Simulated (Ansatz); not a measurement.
# Fe wire along [111], 10 atoms a period: bands along the axis, part 2 of 2

What gap, if any, does the Fe wire along [111], 10 atoms a period have, and how many channels would it open?

Ansatz 0.2.0; DFT PBE, plane waves, PAW; relaxation of a wire's period; PAW set soft_1 (the session's first sound run).

So far: The structure; Relaxing the period.

### Step 2. Relaxing the period (continued)

Relaxation path:

```
step  energy less that of the first step (eV)  largest force component (eV/Å)  pressure (GPa)  volume (Å³)
   1                                   0.0000                          0.4449           -1.08       394.64
   2                                  -0.1010                          0.1989           -0.39       393.93
   3                                  -0.1306                          0.0557            0.10       393.97
   4                                  -0.1314                          0.0106           -0.03       394.04
  5*                                  -0.1311                          0.0106           -0.02       394.04
```

Relaxation steps marked * repeat the geometry before them on a plane-wave basis chosen anew for their cell, so energy and pressure can jump there.

Forces are held to the 2 operations that the run works with; a distortion that breaks them can't arise in this run.

```csv
cell as run,before,after,change
c (Å),2.451,2.447,-0.2 %
```

The atoms that moved most (Å, along periodic axes as changes of fractional coordinates times the final cell, across vacuum about the mean position):

```
atom      dx      dy      dz  length
 Fe8   0.029   0.045   0.114   0.126
Fe10  -0.029  -0.045  -0.114   0.126
 Fe2  -0.053   0.012  -0.112   0.125
 Fe7   0.053  -0.012   0.112   0.125
 Fe3   0.089   0.041   0.012   0.099
 Fe6  -0.089  -0.041  -0.012   0.099
 Fe4  -0.030   0.044  -0.002   0.053
 Fe5   0.030  -0.044   0.002   0.053
```

This step gave:

| Item | Value |
| --- | --- |
| energy at zero smearing | -44795.0946 eV |
| total moment | 27.84 μB |
| absolute moment | 28.67 μB |
| cell length along the wire | 2.447 Å |

Site moment by atom:

```
atom  site moment (μB)
 Fe1              2.47
 Fe2              2.74
 Fe3              2.72
 Fe4              2.69
 Fe5              2.69
 Fe6              2.72
 Fe7              2.74
 Fe8              2.74
 Fe9              2.47
Fe10              2.74
```

The cell's length comes to 2.447 Å with an absolute moment of 28.67 μB a cell.

### Step 3. The wire at its relaxed period

This step: DFT PBE, plane waves, PAW; bands of a perfect wire; PAW set soft_1 (Ansatz 0.2.0).

At the relaxed period the bands are computed along the axis; those that cross an energy going forward count the channels that a perfect wire would open there.

File input.yaml:

```yaml
crystal:
  lattice:
    - [12.803, 0.0, 0.0]
    - [0.0, 12.577, 0.0]
    - [0.0, 0.0, 2.4470903721]
  atoms:
    - { symbol: Fe, position: [0.423767298, 0.454859152, 0.017022974], spin: 2.47 }
    - { symbol: Fe, position: [0.730324664, 0.455003431, 0.954071774], spin: 2.74 }
    - { symbol: Fe, position: [0.272493635, 0.365459907, 0.33828186], spin: 2.72 }
    - { symbol: Fe, position: [0.419488644, 0.641249411, 0.332442659], spin: 2.69 }
    - { symbol: Fe, position: [0.580537645, 0.358727795, 0.334224007], spin: 2.69 }
    - { symbol: Fe, position: [0.727532654, 0.634517299, 0.328384807], spin: 2.72 }
    - { symbol: Fe, position: [0.269701625, 0.544973775, 0.712594892], spin: 2.74 }
    - { symbol: Fe, position: [0.424140187, 0.273896078, 0.713255441], spin: 2.74 }
    - { symbol: Fe, position: [0.576258991, 0.545118053, 0.649643692], spin: 2.47 }
    - { symbol: Fe, position: [0.575886102, 0.726081127, 0.953411226], spin: 2.74 }
magnetization:
  spin_polarized: true
kpoints:
  mp_grid: { grid: [1, 1, 33] }
  band_path: { path: ["Γ", Z], npoints: 90 }
scf:
  occupations: { method: fermi_dirac, width: 0.05 }
hamiltonian:
  xc: pbe
  pseudopotentials: { kind: paw, azcp: { folder: soft_1 } }
output:
  dos: { e_range: [-5, 4] }
  write_potential: true
  write_density: true
  volumetric_format: npy
```

Started as:

```sh
ansatz run input.yaml --threads 4 --pin off --max-ram 16384MiB --backend cpu --events-out ev --progress --plain --runs-dir out
```

Numbers of over 12 decimals in the logs are rounded to 6 here.

Log:

```text
[...]
Crystal: 10 atoms, lattice volume = 394.039 Å³
Basis set: ecut = 420 eV, 7657 PW (Γ)
Bands: 113, of which v1, the nominal top of the filled ones, is band 80 counted from 1 (79 counted from 0)
Symmetry: 2 space group operations
[...]
k-points: 17 of 33
[...]
Starting moments: Σ|m| = 26.72 μB on 10 of 10 sites
[...]
SCF iter   1: F=—  HF=-44791.843239 eV  |F-HF|=—  |Δ(HF+E_count)|=         —  Δρ=4.07e-2 (↑2.12e-2 ↓4.07e-2)  dr2=3.03e1  dr2_m=2.57e0  M=27.870 μB ∫|m|=28.079 μB  β_m=0.30  ethr=3.10e-3  ⟨swp⟩=8.3  Hψ=18648  notcnv=0  defer=167
[...]
SCF iter  15: F=-44795.134214 eV  HF=-44795.134214 eV  |F-HF|=2.67e-8  |Δ(HF+E_count)|=   2.54e-8  Δρ=1.31e-6 (↑1.03e-6 ↓1.31e-6)  dr2=3.07e-8  dr2_m=7.65e-10  M=27.843 μB ∫|m|=28.667 μB  ethr=2.05e-11  ⟨swp⟩=12.6  Hψ=17166  notcnv=0
SCF 1 converged in 15 iterations: F = -44795.134214 eV  dr2 = 3.07e-8
[...]
WARN: The output density's exchange-correlation potential varies sharply where the density is thin. Do not read a vacuum level from v_tot or v_xc, or from such a field of the output density. On a cell that repeats whose density bears no net charge and no dipole along the vacuum's axis use v_es (v_loc + v_h of the components); under efield.dipole_correction with no amplitude use v_es + v_field, which holds any externa [...]
NSCF: frozen V_eff on 91 k-points
SCF converged after 15 iterations
Magnetization: 27.8428 μB (93.9214 up, 66.0786 down)
Absolute magnetization: 28.6690 μB (∫|ρ↑−ρ↓|, with the PAW one-centre terms)
[...]
Per-site moments (μB) at R_I (Å): [(2.465960, 0.979049), (2.736721, 0.987442), (2.719472, 0.979049), (2.694744, 1.009425), (2.694744, 1.009425), (2.719472, 0.979049), (2.736721, 0.987442), (2.737274, 0.987646), (2.465960, 0.979049), (2.737274, 0.987646)]
Free energy (F): -44795.134214 eV
[...]
Internal energy: -44795.055002 eV  (E = F + TS)
E sigma→0 (E₀):  -44795.094608 eV
Entropy (-TS):   -0.079211 eV (-7.921 meV/atom)
Fermi energy:    2.589001 eV
[...]
--- Band table (eV; the first three rows and the last of 34) ---
  k-point 0 ↑: bands = [... 76 lower, 1.0461, 1.0868, 1.1322, 1.1671, 1.1893, 1.2242, 1.2388, 1.3005, ... 29 higher]
  k-point 1 ↑: bands = [... 76 lower, 1.0373, 1.0689, 1.0919, 1.1641, 1.1817, 1.2012, 1.2380, 1.3020, ... 29 higher]
  k-point 2 ↑: bands = [... 76 lower, 1.0056, 1.0424, 1.0570, 1.1122, 1.1470, 1.1950, 1.2425, 1.2573, ... 29 higher]
  k-point 16 ↓: bands = [... 76 lower, 3.9306, 4.0287, 4.1084, 4.2598, 4.3539, 4.3571, 4.3991, 4.5662, ... 29 higher]
```

Run time: 99 s. Hardware: 4 threads of AMD EPYC 7R43, shared host; peak memory 3.7 GiB; 6.4 min of CPU time.

In the SCF lines HF is the Harris–Foulkes energy and dr2 the Hartree energy of the density residual, in eV; the loop may stop once dr2 is under the threshold and the program's other checks hold. Hψ counts applications of the Hamiltonian.

This step gave:

- band gap: 0 eV

Between Γ and Z the bands cross the Fermi level 17 times, so a perfect wire would conduct at least 8.5 G₀, with an absolute moment of 28.67 μB a cell.

### Step 4. Results

| Quantity | Value |
| --- | --- |
| cell length, PBE | 2.447 Å |
| absolute moment, PBE | 28.7 μB |
| ballistic conductance by band crossings, a lower bound, PBE | 8.5 G₀ |

What this shows: Under PBE the cell's length is 2.45 Å, the absolute moment is 28.67 μB a cell, and the bands cross the Fermi level 17 times between Γ and Z, which gives a perfect wire at least 8.5 G₀ (opposite crossings within one step of the path cancel in such a count). In the perfect wire the moments were started parallel, and no opposed start was run. No search over magnetic orders was made; another may lie lower.

[Logs are printed without paths, hosts, clocks, repeated set-up lines and the standing remarks that a program may print on its own settings, such as how far it seeks lower states.]

[Hosts, paths, dates, database ids (printed as entryN), source tags and the programs' standing remarks are cut or masked in the printed files.]
